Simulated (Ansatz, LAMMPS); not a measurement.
# An extra electron or hole in Ga2O3 with crystalline order left by the classical run (95 atoms), part 2 of 5

Does an extra electron or hole in Ga2O3 with crystalline order left by the classical run (95 atoms) stay spread out, or do the atoms trap it?

Ansatz 0.2.0; Kohn-Sham DFT, PBE, PAW (set soft_1), plane waves; PAW set soft_1.

The cell: 38 Ga and 57 O. The quench rate of 50 K/ps is many orders above laboratory rates. The starting topology of bonds comes from the classical model. The Brillouin zone is sampled at Γ only, in a cell whose shortest periodic width is 11 Å.

So far. Step 2 (Single point at the start): The r.m.s. force at the start is 0.36 eV/Å. Step 3 (Relaxation): The relaxation converged after 15 steps, 6.36 eV below its start, with a largest force component of 0.028 eV/Å.

### Step 4. Single point at the relaxed geometry

The electronic structure is read at the final geometry, in a run of its own.

input.yaml

```yaml
crystal:
  lattice:
    - [10.64534, 0.0, 0.0]
    - [0.0, 10.64534, 0.0]
    - [0.0, 0.0, 10.64534]
  atoms:
    - { symbol: Ga, position: [0.88305, 0.09824, 0.41966] }
    - { symbol: Ga, position: [0.6672, 0.92822, 0.23853] }
    - { symbol: Ga, position: [0.30705, 0.6364, 0.89093] }
    - { symbol: Ga, position: [0.86206, 0.65271, 0.29852] }
    - { symbol: Ga, position: [0.04735, 0.68278, 0.03172] }
    - { symbol: Ga, position: [0.06384, 0.89124, 0.26438] }
    [... 83 atom lines left out ...]
    - { symbol: O, position: [0.94687, 0.48524, 0.65634] }
    - { symbol: O, position: [0.42477, 0.5364, 0.7989] }
    - { symbol: O, position: [0.97592, 0.66907, 0.87144] }
    - { symbol: O, position: [0.72563, 0.81807, 0.93319] }
    - { symbol: O, position: [0.70896, 0.87914, 0.65259] }
    - { symbol: O, position: [0.16202, 0.39176, 0.55731] }
kpoints:
  mp_grid: { grid: [1, 1, 1] }
hamiltonian:
  xc: pbe
  pseudopotentials: { kind: paw, azcp: { folder: soft_1 } }
scf:
  occupations: { method: gaussian, width: 0.025 }
output:
  forces: true
  stress: true
  populations: intrinsic
  dos:
    method: { smearing: { sigma: 0.08 } }
    de: 0.1
    projected: { site_lists: { Ga: [Ga], O: [O] } }
  eigenvalues: true
  write_density: true
  write_potential: true
  volumetric_format: npy
  elf: true
```

On the command line:

```sh
> ansatz run input.yaml --threads 4 --pin off --max-ram 8192MiB --backend cpu --events-out ev --progress --plain --runs-dir out
```

The log of the run:

```text
[...]
Crystal: 95 atoms, lattice volume = 1206.365 Å³
Basis set: ecut = 420 eV, 23583 PW (Γ), exchange–correlation on 144×144×144 points (8 copies of the dense FFT grid, shifted against one another)
Bands: 513, of which v1, the nominal top of the filled ones, is band 418 counted from 1 (417 counted from 0)
Symmetry: 1 space group operations
[...]
k-points: 1
[...]
SCF iter   1: F=—  HF=-176143.361900 eV  |F-HF|=—  |Δ(HF+E_count)|=         —  Δρ=1.09e-1  dr2=7.34e1  ethr=3.10e-3  ⟨swp⟩=5.0  Hψ=1607  notcnv=0  defer=48
[...]
SCF iter  14: F=-176118.786334 eV  HF=-176118.786334 eV  |F-HF|=6.55e-9  |Δ(HF+E_count)|=   2.00e-7  Δρ=1.74e-6  dr2=3.49e-8  ethr=1.20e-11  ⟨swp⟩=15.0  Hψ=3907  notcnv=0
SCF 1 converged in 14 iterations: F = -176118.786334 eV  dr2 = 3.49e-8
[...]
SCF converged after 14 iterations
Free energy (F): -176118.786334 eV
[...]
Internal energy: -176118.786334 eV  (E = F + TS)
E sigma→0 (E₀):  -176118.786334 eV
Fermi energy:    6.657261 eV
[...]
--- Forces (eV/Å), atoms counted from 1 ---
  atom   1  Ga    -0.00649753     0.00022478    -0.00345505
  atom   2  Ga    -0.00892348     0.00878557    -0.02192584
  atom   3  Ga    -0.00295175    -0.00803904     0.00361513
  atom   4  Ga    -0.01276034    -0.00759988     0.01849618
  atom   5  Ga     0.01402819     0.00955646    -0.00570192
  atom   6  Ga     0.02785416     0.00674512    -0.00591614
  atom   7  Ga     0.00338104     0.00139571     0.00033866
  atom   8  Ga     0.00282368    -0.00467338     0.00046550
  atom   9  Ga    -0.01027222    -0.01367328    -0.00357075
  atom  10  Ga     0.00377678    -0.00409541    -0.00340196
  atom  11  Ga     0.00479743    -0.00963700     0.00249374
  atom  12  Ga    -0.01285461     0.00573785    -0.00070405
  atom  13  Ga    -0.00899281    -0.00205064     0.00249533
  atom  14  Ga    -0.01050107     0.01394127     0.01184340
[...]
atom  94  O      0.00267851    -0.01643841     0.00543968
  atom  95  O      0.00160717     0.01064840     0.00557805
  max |Σ_I F_I| component: 1.69e-5 eV/Å
--- Stress (GPa, compression-positive) ---
       -6.125471      -0.285074      -0.282601
       -0.285074      -0.387858      -0.386019
       -0.282601      -0.386019      -5.280277
  P = ⅓ Tr σ = -3.9312 GPa (-39.312 kbar)
--- Band table (eV) ---
[...]
--- intrinsic populations: 95 sites ---
  site symbol       q [e]
     0     Ga     11.9649
     1     Ga     11.9366
     2     Ga     11.9365
[...]
94      O      6.7038
  spilling = 0.000000 (of n_electrons = 836.000000)
```

Run time: 41 s. Hardware: 4 threads of Arm Neoverse V2, shared host; peak memory 1.8 GiB; 2.6 min of CPU time.

Read from the output:

```
free energy                                      : -176118.7863 eV
free energy per atom                             : -1853.8820 eV/atom
SCF cycles                                       : 14
pressure                                         : -3.931 GPa
r.m.s. force component                           : 0.00888 eV/Å
longest force                                    : 0.03704 eV/Å
Fermi energy                                     : 6.657 eV
gap (highest filled to lowest empty level) : 1.155 eV
```

Intrinsic-atomic-orbital charges by element and coordination:

```csv
element,coordination,atoms,mean charge (e),spread,least,most
Ga,all,38,1.06,0.0229,1.02,1.11
Ga,4,20,1.08,0.0182,1.05,1.11
Ga,5,13,1.05,0.0152,1.02,1.08
Ga,6,5,1.04,0.0087,1.02,1.05
O,all,57,-0.708,0.0175,-0.756,-0.671
O,2,5,-0.744,0.0084,-0.756,-0.731
O,3,43,-0.708,0.0112,-0.729,-0.685
O,4,9,-0.693,0.0187,-0.730,-0.671
```

Density of states as counts of states in windows of 1 eV (from the Fermi level), total and the larger projections:

```csv
from (eV),to (eV),total,O p,Ga p,Ga s,O s,Ga d
-18,-17,32.8,0.2,3.8,0.8,23.6,4.3
-17,-16,0.5,0.0,0.1,0.0,0.4,0.1
-16,-15,0.0,0.0,0.0,0.0,0.0,0.0
-15,-14,130.4,1.9,0.3,0.2,0.7,127.4
-14,-13,237.4,2.1,1.6,0.6,6.1,227.0
-13,-12,12.2,0.1,0.2,0.1,1.7,10.0
-12,-8,0.0,0.0,0.0,0.0,0.0,0.0
-8,-7,23.2,14.2,1.0,7.1,0.5,0.3
-7,-6,30.3,19.0,1.8,7.7,1.2,0.5
-6,-5,32.7,22.6,4.5,3.7,1.3,0.4
-5,-4,50.1,38.2,8.1,1.8,1.1,0.6
-4,-3,56.2,46.7,6.9,0.8,0.8,0.7
-3,-2,70.8,64.3,4.0,0.4,0.7,0.8
-2,-1,68.2,65.0,1.4,0.2,0.4,0.6
-1,0,10.5,10.0,0.2,0.0,0.1,0.1
0,1,2.0,0.2,0.0,1.3,0.5,0.0
1,2,0.0,0.0,0.0,0.0,0.0,0.0
2,3,5.3,1.4,1.0,1.9,0.9,0.0
3,4,15.1,3.9,3.0,5.7,2.2,0.0
4,5,26.8,6.8,6.0,10.5,2.7,0.0
```

The curve was stored every 0.10 eV, coarse against its broadening of 0.08 eV, so these counts are rough.

Between -20 and -18 eV lie 81 more states.

The levels nearest the highest filled one (over half full), pooled over k-points and spins:

```csv
level less the highest filled one (eV),occupation
-0.419,2
-0.386,2
-0.313,2
-0.202,2
-0.115,2
0,2
1.15,0
3.33,0
3.39,0
3.59,0
3.64,0
3.71,0
```

Electrostatic potential energy in the bc plane at fractional x = 0.161, with atoms of Ga and O within 0.2 Å of it. With pseudopotentials it is smooth inside the atoms' cores, unlike the true potential.

Ten even steps from '0' (-29 eV) to '9' (13 eV), each cell a mean:
```
868999988999999986788899976999
667999999999999999999999986898
511499999999999999999999998766
400189999999999999999999999988
732589999989999964589999999999
988899999999999820068899988999
888889999999999841267778611488
888568999999999988776766300289
982005999998899999867876733699
982004999951159999876667999999
876348999920028889865689999999
667668999962256667500289999998
799967999999867986400389999997
799977999999769996765899998666
678768899999867876899999984126
877787789999887678899999885347
998887667899988899999999887788
999886676789999999999999877778
999876886689999999999999887788
999986666789999999999999998899
999998767899999999999999999999
899998411699999987888899998888
789998100499999941278889987666
678999512799999930178889986899
```
Columns run along b (10.6 Å; values clipped at the 3rd and 97th percentile), rows up along c (10.6 Å). Atoms in or near the plane, at fractional coordinates: Ga at (0.95, 0.97), Ga at (0.07, 0.44), O at (0.25, 0.06), O at (0.86, 0.68), O at (0.07, 0.85), O at (0.66, 0.49), O at (0.12, 0.61), O at (0.39, 0.56).

ELF in the bc plane at fractional x = 0.161, with atoms of Ga and O within 0.2 Å of it. It is the smooth field of the valence electrons, not physical close to the nuclei.

Ten even steps from '0' (0.01) to '9' (0.84), each cell a mean:
```
122102565310003788752001221000
367730010000000133210012432101
888982001232100000000001221123
976993003677410245420000000015
898861014898511699972000122103
354310003786302898884113688620
011221001231002798973125999961
137886300001110267632125966972
279789710257762001111123899951
279679711598896100132211477620
247888401796697202688631011100
122332001699884214887972000001
100011000156531113887972014652
100012331001111002589851158985
211125764100122111244310279997
211136885102465321000000168986
000024543103788631000000024653
000012222102677520001210011211
000011111100243200002320001100
000011222100000000000100011000
110014566630000123210000232101
110038989972002678752101344211
110049957972005998984101233211
110027988851005998884100011100
```
Columns run along b (10.6 Å), rows up along c (10.6 Å). Atoms in or near the plane, at fractional coordinates: Ga at (0.95, 0.97), Ga at (0.07, 0.44), O at (0.25, 0.06), O at (0.86, 0.68), O at (0.07, 0.85), O at (0.66, 0.49), O at (0.12, 0.61), O at (0.39, 0.56).

The highest filled and lowest empty levels differ by 1.15 eV (at Γ alone); a semilocal functional tends to put such gaps too low. In a disordered cell it changes from sample to sample, and tail or defect levels can set it. Mean intrinsic-atomic-orbital charges: Ga +1.06, O -0.71 e. The largest share in the top eV of filled states is O p (96 % of the projected weight), and in the lowest eV of empty states Ga s (63 % of the projected weight).

### Step 5. An extra electron, atoms held

The electron count changes by one with the atoms held: a vertical process, on a uniform background, with spin and a narrow Fermi–Dirac smearing. Its energy against the neutral cell hangs on the program's zero of potential.

input.yaml

```yaml
crystal:
  lattice:
    - [10.64534, 0.0, 0.0]
    - [0.0, 10.64534, 0.0]
    - [0.0, 0.0, 10.64534]
  atoms:
    [... the 95 atom lines of step 4 ...]
total_charge: -1
kpoints:
  mp_grid: { grid: [1, 1, 1] }
hamiltonian:
  xc: pbe
  pseudopotentials: { kind: paw, azcp: { folder: soft_1 } }
scf:
  occupations: { method: fermi_dirac, width: 0.01 }
  lower_state_search: "off"
output:
  forces: true
  stress: true
  populations: true
  dos:
    method: { smearing: { sigma: 0.08 } }
    de: 0.1
    projected: { site_lists: { Ga: [Ga], O: [O] } }
  eigenvalues: true
  write_density: true
  write_potential: true
  volumetric_format: npy
magnetization:
  spin_polarized: true
  initial_magnetization: 1
```

The log of the run:

```text
[...]
Crystal: 95 atoms, lattice volume = 1206.365 Å³
Basis set: ecut = 420 eV, 23583 PW (Γ), exchange–correlation on 144×144×144 points (8 copies of the dense FFT grid, shifted against one another)
Bands: 514, of which v1, the nominal top of the filled ones, is band 419 counted from 1 (418 counted from 0)
Symmetry: 1 space group operations
[...]
k-points: 1
[...]
Starting moments: Σ|m| = 1 μB on 95 of 95 sites
[...]
SCF iter   1: F=—  HF=-176132.953152 eV  |F-HF|=—  |Δ(HF+E_count)|=         —  Δρ=5.33e-2 (↑5.10e-2 ↓5.33e-2)  dr2=6.67e1  dr2_m=1.68e-2  M=1.000 μB ∫|m|=1.087 μB  β_m=1.00  ethr=3.10e-3  ⟨swp⟩=5.0  Hψ=3192  notcnv=0  defer=94
[...]
spin=Collinear: Resta preconditioning applied to the charge; magnetization (m = ρ↑ − ρ↓) channel mixes plain (no charge-response kernel on spin).
SCF iter   2: F=—  HF=-176120.900857 eV  |F-HF|=—  |Δ(HF+E_count)|=         —  Δρ=3.43e-2 (↑3.43e-2 ↓3.42e-2)  dr2=2.87e1  dr2_m=1.26e-3  M=0.578 μB ∫|m|=0.684 μB  β_m=0.30  ethr=3.10e-3  ⟨swp⟩=3.0  Hψ=1936  notcnv=0  defer=178
[...]
SCF iter   9: F=—  HF=-176111.564999 eV  |F-HF|=—  |Δ(HF+E_count)|=   7.44e-3  Δρ=1.39e-4 (↑1.39e-4 ↓1.33e-4)  dr2=5.44e-4  dr2_m=8.35e-5  M=0.414 μB ∫|m|=0.491 μB  β_m=0.30  ethr=2.65e-7  ⟨swp⟩=2.0  Hψ=1600  notcnv=0  defer=178
[...]
spin-set hold released at iteration 9 (site moments contracting): the magnetisation degrees of freedom join the quasi-Newton model from the next iteration; the mixer history was flushed
SCF iter  10: F=—  HF=-176111.565484 eV  |F-HF|=—  |Δ(HF+E_count)|=   4.84e-4  Δρ=1.12e-4 (↑1.12e-4 ↓1.12e-4)  dr2=3.73e-4  dr2_m=6.37e-5  M=0.398 μB ∫|m|=0.472 μB  β_m=0.57  ethr=6.50e-8  ⟨swp⟩=2.0  Hψ=868  notcnv=0  defer=178
SCF iter  11: F=—  HF=-176111.566410 eV  |F-HF|=—  |Δ(HF+E_count)|=   9.26e-4  Δρ=6.57e-5 (↑6.57e-5 ↓4.82e-5)  dr2=8.13e-5  dr2_m=2.15e-5  M=0.329 μB ∫|m|=0.389 μB  β_m=0.60  ethr=4.46e-8  ⟨swp⟩=3.0  Hψ=1646  notcnv=0  defer=178
[...]
SCF iter  18: F=—  HF=-176111.568425 eV  |F-HF|=—  |Δ(HF+E_count)|=   5.02e-7  Δρ=2.33e-6 (↑1.77e-6 ↓2.33e-6)  dr2=1.47e-7  dr2_m=6.23e-9  M=0.006 μB ∫|m|=0.007 μB  β_m=0.77  ethr=1.11e-10  ⟨swp⟩=2.5  Hψ=1689  notcnv=0  defer=178
SCF iter  19: F=-176111.568425 eV  HF=-176111.568425 eV  |F-HF|=8.82e-9  |Δ(HF+E_count)|=   4.61e-8  Δρ=1.16e-6 (↑1.13e-6 ↓1.16e-6)  dr2=5.33e-8  dr2_m=7.79e-10  M=0.001 μB ∫|m|=0.001 μB  ethr=1.19e-11  ⟨swp⟩=14.0  Hψ=7614  notcnv=0
WARN: the starting moments were not kept: the SCF closed with an absolute magnetisation of 1.4e-3 μB, where they sum to 1 μB in size (95 sites). That is at most 0.1 of that sum. Measured as dr2_m measures the in/out step, that magnetisation stands 1.5e-8 eV from none, [...]
SCF 1 converged in 19 iterations: F = -176111.568425 eV  dr2 = 5.33e-8
[...]
SCF converged after 19 iterations
Magnetization: 0.0012 μB (418.5006 up, 418.4994 down)
Absolute magnetization: 0.0013 μB (∫|ρ↑−ρ↓|, with the PAW one-centre terms)
[...]
Per-site moments (μB) at R_I (Å): [(3.587785e-6, 0.781490), (3.817056e-6, 0.771908), (4.640144e-6, 0.789532), (3.635138e-6, 0.765394), (5.041168e-6, 0.772900), [...]
Free energy (F): -176111.568425 eV
[...]
Internal energy: -176111.554562 eV  (E = F + TS)
E sigma→0 (E₀):  -176111.561493 eV
Entropy (-TS):   -0.013863 eV (-0.146 meV/atom)
Fermi energy:    7.228798 eV
[...]
Σ components = -176111.568425   (vs F -176111.568425, Δ=0.00e0)
--- Forces (eV/Å), atoms counted from 1 ---
  atom   1  Ga     0.00542398    -0.00372376    -0.03554362
  atom   2  Ga    -0.02267244     0.01665239    -0.00488299
  atom   3  Ga    -0.00801293    -0.04268785    -0.00215037
  atom   4  Ga    -0.04268655    -0.01827470     0.01731481
[...]
atom  95  O     -0.01160570     0.01443492     0.00791264
  max |Σ_I F_I| component: 4.18e-5 eV/Å
--- Stress (GPa, compression-positive) ---
       -5.533591      -0.269406      -0.304214
       -0.269406       0.061255      -0.374062
       -0.304214      -0.374062      -4.644046
  P = ⅓ Tr σ = -3.3721 GPa (-33.721 kbar)
--- Band table (eV) ---
[...]
--- Löwdin populations: 95 sites ---
  site symbol       q [e]    m [muB]
     0     Ga     11.9741     0.0000
     1     Ga     11.9454     0.0000
     2     Ga     11.9482     0.0000
[...]
94      O      6.6733     0.0000
  spilling = 0.002752 (of n_electrons = 837.000000)
```

Run time: 91 s. Hardware: 4 threads; peak memory 3.1 GiB; 6 min of CPU time.

The program notes that starting moments were not kept.

An extra electron, atoms held: the energy stands 7.22 eV above that of the reference. An odd electron should give 1 μB; this run ended with the carrier shared between both spins.

The levels nearest the highest filled one (over half full), pooled over k-points and spins:

```csv
level less the highest filled one (eV),occupation
-1.17,1
-1.17,1
0,0.501
0,0.499
2.18,0
2.18,0
2.24,0
2.25,0
```

[end of part 2 of 5]

[Long decimals in the printed logs are rounded to 6 places.]

[Logs are printed without paths, hosts, clocks, repeated set-up lines and the standing remarks that a program may print on its own settings, such as how far it seeks lower states.]

[Hosts, paths, dates, database ids (printed as entryN), source tags and the programs' standing remarks are cut or masked in the printed files.]
